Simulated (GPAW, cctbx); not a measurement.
# What do these deviations say about the bonding?

Li2TlAsBr6, Fm-3m (no. 225), a = 11.4541 Å, b = 11.4541 Å, c = 11.4541 Å, α = 90.00°, β = 90.00°, γ = 90.00°.

| atom | mult. | x | y | z |
| --- | --- | --- | --- | --- |
| Tl1 | 4 | 1/2 | 0 | 0 |
| Br1 | 24 | 0 | 0 | 0.7678 |
| As1 | 4 | 0 | 0 | 0 |
| Li1 | 8 | 1/4 | 3/4 | 3/4 |

The start was made by putting kin elements into a known structure type; the compound need not exist, or be stable, in this form.

Absolute values of the static structure factors of the conventional cell from DFT (PBE, GPAW) against free spherical atoms, in electrons:

| hkl | d (Å) | free atoms | crystal |
| --- | --- | --- | --- |
| 111 | 6.613 | 97.91 | 97.86 |
| 020 | 5.727 | 686.36 | 688.59 |
| 022 | 4.050 | 195.72 | 192.15 |
| 131 | 3.454 | 204.86 | 205.47 |
| 222 | 3.307 | 313.98 | 316.04 |
| 040 | 2.864 | 1078.56 | 1079.50 |
| 133 | 2.628 | 295.56 | 296.04 |
| 042 | 2.561 | 575.82 | 576.20 |
| 242 | 2.338 | 159.30 | 160.05 |
| 333 | 2.204 | 376.33 | 376.67 |

**Question.** Which way does charge move, and which reflections show it best?

Project each element's phase sum on the total phase. |F| rises if density moves to atoms that scatter in phase and falls if it moves to atoms that scatter against it; the rule is for low angles, since changes of shape take over beyond. Where all elements are in phase the terms compete, and the compactness of the donor's and the acceptor's density matters too.

| hkl | Tl in phase | Br in phase | As in phase | Li in phase | change (e) | (%) |
| --- | --- | --- | --- | --- | --- | --- |
| 111 | +4.0 | -2.7 | -4.0 | 0.0 | -0.05 | 0.0 |
| 020 | +4.0 | +8.2 | +4.0 | -8.0 | +2.23 | +0.3 |
| 022 | +4.0 | -7.6 | +4.0 | +8.0 | -3.57 | -1.8 |
| 131 | +4.0 | +0.8 | -4.0 | 0.0 | +0.61 | +0.3 |
| 222 | -4.0 | +23.4 | -4.0 | +8.0 | +2.06 | +0.7 |
| 040 | +4.0 | +23.2 | +4.0 | +8.0 | +0.94 | +0.1 |
| 133 | +4.0 | +4.4 | -4.0 | 0.0 | +0.48 | +0.2 |
| 042 | +4.0 | +7.4 | +4.0 | -8.0 | +0.38 | +0.1 |

Low-angle reflections that set elements apart and change by more than 0.05 e: 020, 022, 131, 222, 133 and 042 (111 hardly moves and tells little). The signs fit a gain of density on Br and a loss on Tl, As and Li. The best witness is 022, -1.8 %, where Br enters with -7.6. The real-space density agrees: Voronoi charges Tl +0.18, Br -0.25, As +0.32, Li +0.51 e. The shortest bond, Br–As, has Δρ = +0.05 e/Å³ at its midpoint.
